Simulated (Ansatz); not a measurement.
Polymorphs of BN told apart by optics

Method, alike for all: Ansatz, LDA, independent particles, without spin-orbit coupling, line width 0.1 eV (Gaussian).

Structure 1:

Symmetry: P6_3mc, No. 186, hexagonal system. The conventional cell has a = 2.536 Å, b = 2.536 Å, c = 4.199 Å, α = 90.00°, β = 90.00°, γ = 120.00°. N on site b has 4 B at 1.56 to 1.57 Å as nearest neighbours. Around B on site b lie 4 N at 1.56 to 1.57 Å.

Structure 2:

Symmetry: P6_3/mmc, No. 194, hexagonal system. Conventional cell: a = 2.498 Å, b = 2.498 Å, c = 6.636 Å, α = 90.00°, β = 90.00°, γ = 120.00°. Around N on site d lie 3 B at 1.44 Å. B on site c has 3 N at 1.44 Å as nearest neighbours.

Structure 3:

It takes space group F-43m (No. 216, cubic). Conventional cell: a = 3.615 Å, b = 3.615 Å, c = 3.615 Å, α = 90.00°, β = 90.00°, γ = 90.00°. N on site c has 4 B at 1.57 Å as nearest neighbours. B on site a has 4 N at 1.57 Å as nearest neighbours.

Spectrum A:

```json
{"E (eV)": "0.00", "Im ε": "0.00"}
{"E (eV)": "0.50", "Im ε": "0.00"}
{"E (eV)": "1.00", "Im ε": "0.00"}
{"E (eV)": "1.50", "Im ε": "0.00"}
{"E (eV)": "2.00", "Im ε": "0.00"}
{"E (eV)": "2.50", "Im ε": "0.00"}
{"E (eV)": "3.00", "Im ε": "0.00"}
{"E (eV)": "3.50", "Im ε": "0.00"}
{"E (eV)": "4.00", "Im ε": "0.00"}
{"E (eV)": "4.50", "Im ε": "0.00"}
{"E (eV)": "5.00", "Im ε": "0.00"}
{"E (eV)": "5.50", "Im ε": "0.00"}
{"E (eV)": "6.00", "Im ε": "0.00"}
{"E (eV)": "6.50", "Im ε": "0.00"}
{"E (eV)": "7.00", "Im ε": "0.00"}
{"E (eV)": "7.50", "Im ε": "0.00"}
{"E (eV)": "8.00", "Im ε": "0.00"}
```

Spectrum B:

E (eV), Im ε and a bar:
```
     0.00       0.00 
     0.50       0.00 
     1.00       0.00 
     1.50       0.00 
     2.00       0.00 
     2.50       0.00 
     3.00       0.00 
     3.50       0.00 
     4.00       0.00 
     4.50       2.16 ####
     5.00       7.66 ###############
     5.50      15.41 ##############################
     6.00       8.61 #################
     6.50       4.18 ########
     7.00       2.66 #####
     7.50       1.83 ####
     8.00       1.32 ###
```

Spectrum C:

```
E (eV)  Im ε
  0.00  0.00
  0.25  0.00
  0.50  0.00
  0.75  0.00
  1.00  0.00
  1.25  0.00
  1.50  0.00
  1.75  0.00
  2.00  0.00
  2.25  0.00
  2.50  0.00
  2.75  0.00
  3.00  0.00
  3.25  0.00
  3.50  0.00
  3.75  0.00
  4.00  0.00
  4.25  0.00
  4.50  0.00
  4.75  0.00
  5.00  0.00
  5.25  0.00
  5.50  0.00
  5.75  0.00
  6.00  0.00
  6.25  0.00
  6.50  0.00
  6.75  0.00
  7.00  0.00
  7.25  0.00
  7.50  0.00
  7.75  0.00
  8.00  0.00
```

Problem. Match each spectrum to its structure.

Solution. C is structure 1 (P6_3mc, 5.8 Å³ an atom): least direct gap 8.23 eV, ε∞ = 4.70 along the first axis, strongest peak along the first axis at 10.67 eV. B is structure 2 (P6_3/mmc, 9.0 Å³ an atom): least direct gap 4.52 eV, ε∞ = 4.98 along the first axis, strongest peak along the first axis at 5.55 eV. A is structure 3 (F-43m, 5.9 Å³ an atom): least direct gap 8.70 eV, ε∞ = 4.75 along the first axis, strongest peak along the first axis at 11.88 eV.

[Logs are printed without paths, hosts, clocks, repeated set-up lines and the standing remarks that a program may print on its own settings, such as how far it seeks lower states.]
